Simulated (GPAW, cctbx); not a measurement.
# Reading charge transfer from structure factors

BiIr2Pb2, I4/mmm (no. 139), a = 4.6802 Å, b = 4.6802 Å, c = 11.0853 Å, α = 90.00°, β = 90.00°, γ = 90.00°.

```csv
atom,mult.,x,y,z
Bi1,2,0,0,0
Pb1,4,1/2,1/2,0.1288
Ir1,4,1/2,0,1/4
```

The start was made by putting kin elements into a known structure type; the compound need not exist, or be stable, in this form.

Absolute values of the static structure factors of the conventional cell from DFT (PBE, GPAW) against free spherical atoms, in electrons:

```
hkl  d (Å)  free atoms  crystal
002  5.543      151.14   152.09
101  4.312       56.31    56.55
110  3.309      166.48   165.47
103  2.900      362.05   361.85
112  2.841      398.57   398.96
004  2.771      127.16   127.47
200  2.340      667.96   667.82
202  2.156      128.36   128.18
114  2.125      380.34   379.87
211  2.057       48.79    48.75
```

**Question.** Which way does charge move, and which reflections show it best?

Project each element's phase sum on the total phase. |F| rises if density moves to atoms that scatter in phase and falls if it moves to atoms that scatter against it; the rule is for low angles, since changes of shape take over beyond. Where all elements are in phase the terms compete, and the compactness of the donor's and the acceptor's density matters too.

| hkl | Bi in phase | Pb in phase | Ir in phase | change (e) | (%) |
| --- | --- | --- | --- | --- | --- |
| 002 | -2.0 | +0.2 | +4.0 | +0.95 | +0.6 |
| 101 | -2.0 | +2.8 | 0.0 | +0.24 | +0.4 |
| 110 | +2.0 | +4.0 | -4.0 | -1.01 | -0.6 |
| 103 | +2.0 | +3.0 | 0.0 | -0.20 | -0.1 |
| 112 | +2.0 | -0.2 | +4.0 | +0.40 | +0.1 |
| 004 | +2.0 | -4.0 | +4.0 | +0.30 | +0.2 |
| 200 | +2.0 | +4.0 | +4.0 | -0.15 | 0.0 |
| 202 | -2.0 | +0.2 | +4.0 | -0.18 | -0.1 |

Low-angle reflections that set elements apart and change by more than 0.05 e: 002, 101, 110, 103, 112, 004 and 202. The signs fit a gain of density on Ir and a loss on Bi and Pb, apart from 202. The best witness is 002, +0.6 %, where Ir enters with +4.0. The real-space density agrees: Voronoi charges Bi +0.33, Pb +0.09, Ir -0.25 e. The shortest bond, Pb–Ir, has Δρ = +0.06 e/Å³ at its midpoint.

[Outputs are excerpts: Python notices, other lines and further rows are left out; steps that failed or that the build refused (PBEsol, TPSS) are not shown.]

[Logs are printed without paths, hosts, clocks, repeated set-up lines and the standing remarks that a program may print on its own settings, such as how far it seeks lower states.]
